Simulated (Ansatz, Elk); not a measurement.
**How far do independent atoms describe CsY3?**

Structure refinements treat a crystal as free atoms side by side. For a made-up structure of CsY3 (cell and positions from a PBEsol relaxation) the runs below show what the calculated density changes in F(hkl).

Program: Elk 11.2.3 (patched build). Level of theory: DFT, PBE, all-electron APW+lo, Dirac cores, scalar-relativistic bands, static density, no spin. Results are calculated unless marked as measured.

This account leaves out most program logs.

The structure was built from a prototype and need not be the compound's stable phase.

### 1. Starting point

Symmetry: P6_3/mmc, No. 194, hexagonal system. The conventional cell has a = 7.578 Å, b = 7.578 Å, c = 5.819 Å, α = 90.00°, β = 90.00°, γ = 120.00°. Nearest to Cs lie 12 Y at 3.74 to 3.79 Å. Nearest to Y lie 6 Y at 3.52 to 3.55 Å and 4 Cs at 3.74 to 3.79 Å. Farther neighbours are not listed.

### 2. Ground state and structure factors

An all-electron density is needed, since X-rays see the cores too. Task 0 finds the density and task 195 Fourier-transforms it; tshift is off so that phases refer to the origin typed.

Contents of elk.in:

```
tasks
  0
  195

xctype
  20

spinpol
  .false.

rgkmax
  7.0

gmaxvr
  14.0

lmaxo
  7

lmaxapw
  8

swidth
  0.002

tshift
  .false.

ramdisk
  .false.

hmaxvr
  5.5

maxscl
  120

epspot
  1e-06

sppath
  './'

avec
  14.32081699790 -0.00000000000 -0.00000000000
  -7.16040849895 12.40219132313 0.00000000000
  -0.00000000000 -0.00000000000 10.99637937649

atoms
  2
  'Cs.in'
  2
  0.3333333333 0.6666666667 0.7500000000   0.000000 0.000000 0.000000
  0.6666666667 0.3333333333 0.2500000000   0.000000 0.000000 0.000000
  'Y.in'
  6
  0.1546476643 0.3092953285 0.2500000000   0.000000 0.000000 0.000000
  0.1546476643 0.8453523357 0.2500000000   0.000000 0.000000 0.000000
  0.6907046715 0.8453523357 0.2500000000   0.000000 0.000000 0.000000
  0.8453523357 0.6907046715 0.7500000000   0.000000 0.000000 0.000000
  0.8453523357 0.1546476643 0.7500000000   0.000000 0.000000 0.000000
  0.3092953285 0.1546476643 0.7500000000   0.000000 0.000000 0.000000

ngridk
  4 4 4
```

Run with:

```sh
> OMP_NUM_THREADS=4 elk
```

It took 42 s on 4 threads of AMD EPYC 9B45 (Zen 5), shared host; peak memory 0.47 GiB; 92 s of CPU time.

SFACRHO.OUT:

```text

h k l indices transformed by vhmat matrix:
   1.000000000       0.000000000       0.000000000    
   0.000000000       1.000000000       0.000000000    
   0.000000000       0.000000000       1.000000000    

      h      k      l  multipl.   |H|            Re(F)            Im(F)           |F|

      0      0      0      1   0.0000000       344.00000     -0.20589696E-15   344.00000    
      1     -1      0      6  0.50661896       4.1315940      0.13552087E-13   4.1315940    
      0      0      1      2  0.57138673      0.86254923E-13  0.13552087E-13  0.87313062E-13
      0      1     -1      6  0.76363969       36.037706      0.30492196E-13   36.037706    
      0      1      1      6  0.76363969      -36.037706     -0.23716152E-13   36.037706    
     -1      2      0      6  0.87748978       32.954080     -0.95571705E-13   32.954080    
     -2      2      0      6   1.0132379      -142.88608     -0.24393757E-12   142.88608    
      1      1     -1     12   1.0471252      0.34727223E-13  0.10164065E-13  0.36184088E-13
      0      0      2      2   1.1427735      -282.15602     -0.23544679E-15   282.15602    
     -2      2      1      6   1.1632428      -239.84990     -0.41842069E-12   239.84990    
     -2      0      1      6   1.1632428       239.84990      0.19650526E-12   239.84990    
      0      1      2      6   1.2500376      -2.6266069      -0.0000000       2.6266069    
      1     -1     -2      6   1.2500376      -2.6266069     -0.67760435E-14   2.6266069    
      3     -2      0     12   1.3403878      -45.390572     -0.20328131E-13   45.390572    
      1     -2     -2     12   1.4408052      -28.908223     -0.79845396E-13   28.908223    
     -1      3     -1     12   1.4570938       6.1775011     -0.91476588E-13   6.1775011    
      1      2      1     12   1.4570938      -6.1775011      0.33880218E-14   6.1775011    
     -3      0      0      6   1.5198569       22.300978     -0.18972922E-12   22.300978
```

Elk indexes on the primitive cell of elk.in and gives |H| = 4π sin θ/λ in inverse bohr. Below, one row stands for each form hkl of the conventional cell (m members, Friedel mates merged), F is for one primitive cell and the density is static (no thermal factor). Free-atom factors are Waasmaier and Kirfel's, and R is Σm||F|−|F'||/Σm|F|.

```csv
hkl,m,sin θ/λ (Å⁻¹),"abs F, DFT",neutral atoms,diff.
100,6,0.076,4.132,3.846,+0.286
001,2,0.086,0.000,0.000,+0.000
101,12,0.115,36.038,36.144,-0.106
110,6,0.132,32.954,32.988,-0.034
200,6,0.152,142.886,143.035,-0.149
111,12,0.158,0.000,0.000,+0.000
002,2,0.172,282.156,282.921,-0.765
201,12,0.175,239.850,240.303,-0.453
102,12,0.188,2.627,2.916,-0.290
210,12,0.202,45.391,45.351,+0.040
112,12,0.217,28.908,28.796,+0.113
211,24,0.219,6.178,6.030,+0.148
300,6,0.229,22.301,22.301,+0.000
202,12,0.230,127.928,127.878,+0.050
301,12,0.244,50.848,51.003,-0.155
003,2,0.258,0.000,0.000,+0.000
220,6,0.264,236.415,236.064,+0.351
212,24,0.265,41.181,41.255,-0.074
103,12,0.269,28.609,28.649,-0.040
310,12,0.275,3.489,3.532,-0.043
221,12,0.278,0.000,0.000,+0.000
302,12,0.286,20.489,20.525,-0.036
```

### 3. The highest occupied states alone

An energy window below the Fermi level keeps the highest occupied states, to see at which angles they scatter; shallow core shells can lie inside it and anion s states outside. No new self-consistency is needed.

elk.in: that of step 2 with these lines changed.

```diff
@@ -1,3 +1,2 @@
 tasks
-  0
   195
@@ -40,2 +39,5 @@
 
+wsfac
+  -0.220010 0.520980
+
 sppath
```

Run with:

```sh
> OMP_NUM_THREADS=4 elk
```

The job ended after 19 s (4 threads; peak memory 0.29 GiB; 21 s of CPU time).

States within 12 eV below the Fermi level hold 32.00 electrons; any levels below the window count with the cores. Their amplitudes can exceed the total, where window and core parts have opposite phase:

```csv
hkl,sin θ/λ (Å⁻¹),"abs F, window","abs F, all"
100,0.076,2.236,4.132
001,0.086,0.000,0.000
101,0.115,5.147,36.038
110,0.132,5.252,32.954
200,0.152,3.068,142.886
111,0.158,0.000,0.000
002,0.172,4.019,282.156
201,0.175,3.463,239.850
102,0.188,1.580,2.627
210,0.202,1.248,45.391
```

### 4. Another functional

The difference from free atoms is small, so it is set against the change that LDA (Perdew-Wang) makes.

elk.in: that of step 3 with these lines changed.

```diff
@@ -1,2 +1,3 @@
 tasks
+  0
   195
@@ -4,3 +5,3 @@
 xctype
-  20
+  3
 
@@ -39,5 +40,2 @@
 
-wsfac
-  -0.220010 0.520980
-
 sppath
```

Run with:

```sh
> OMP_NUM_THREADS=4 elk
```

The job ended after 26 s (4 threads; peak memory 0.35 GiB; 57 s of CPU time).

Against the first run R = 0.03 %; the largest change is -0.057 at 220.

### 5. Basis size

A smaller basis shows how fast F responds to it; the change is likely larger than the basis error of the first run, but doesn't show convergence.

elk.in: that of step 4 with these lines changed.

```diff
@@ -5,3 +5,3 @@
 xctype
-  3
+  20
 
@@ -11,3 +11,3 @@
 rgkmax
-  7.0
+  5.5
```

Run with:

```sh
> OMP_NUM_THREADS=4 elk
```

The job ended after 38 s (4 threads; peak memory 0.43 GiB; 76 s of CPU time).

Against the first run R = 0.03 %; the largest change is -0.179 at 002.

### 6. Settings against the effect

```csv
run,R against the first run (%),"R against neutral atoms, low angle (%)",wall time
"PBE, rgkmax 7",0.00,0.22,42 s
LDA (Perdew-Wang),0.03,0.20,26 s
rgkmax 5.5,0.03,0.24,38 s
```

### 7. Results

```json
{"R against neutral atoms, sin θ/λ < 0.3 Å⁻¹": "0.22 %", "R against neutral atoms, 0.3 to 0.62 Å⁻¹": "0.14 %"}
```

**Reading.** Independent neutral atoms miss the calculated amplitudes by R = 0.22 % below 0.3 Å⁻¹ and 0.14 % from there to 0.62 Å⁻¹; by shells, 0.49 % below 0.15 Å⁻¹ (3 forms), 0.20 % 0.15 to 0.3 (17 forms), 0.08 % 0.3 to 0.45 (36 forms), 0.16 % above 0.45 (77 forms). Bonding, aspherical density and the tables' own atoms all enter these figures, and the runs don't part them. The largest change of an amplitude is -0.76 electrons, at 002. The window's part falls from 32.0 electrons at the origin to at most 0.32 between 0.45 and 0.62 Å⁻¹. The window holds more than the 20 outer electrons of the free atoms, so shallow core shells lie inside it. Below 0.3 Å⁻¹ the changes that finished (LDA (Perdew-Wang) and rgkmax 5.5) move F by R = 0.05 % at most, against the 0.22 % that separates it from free atoms. The k-mesh has no finished test. Part of the difference isn't bonding: the tables are fits to free atoms and ions calculated by other methods than this functional. Thermal motion, anomalous dispersion and extinction are left out.

[Logs are printed without paths, hosts, clocks, repeated set-up lines and the standing remarks that a program may print on its own settings, such as how far it seeks lower states.]

[Hosts, paths, dates, database ids (printed as entryN), source tags and the programs' standing remarks are cut or masked in the printed files.]
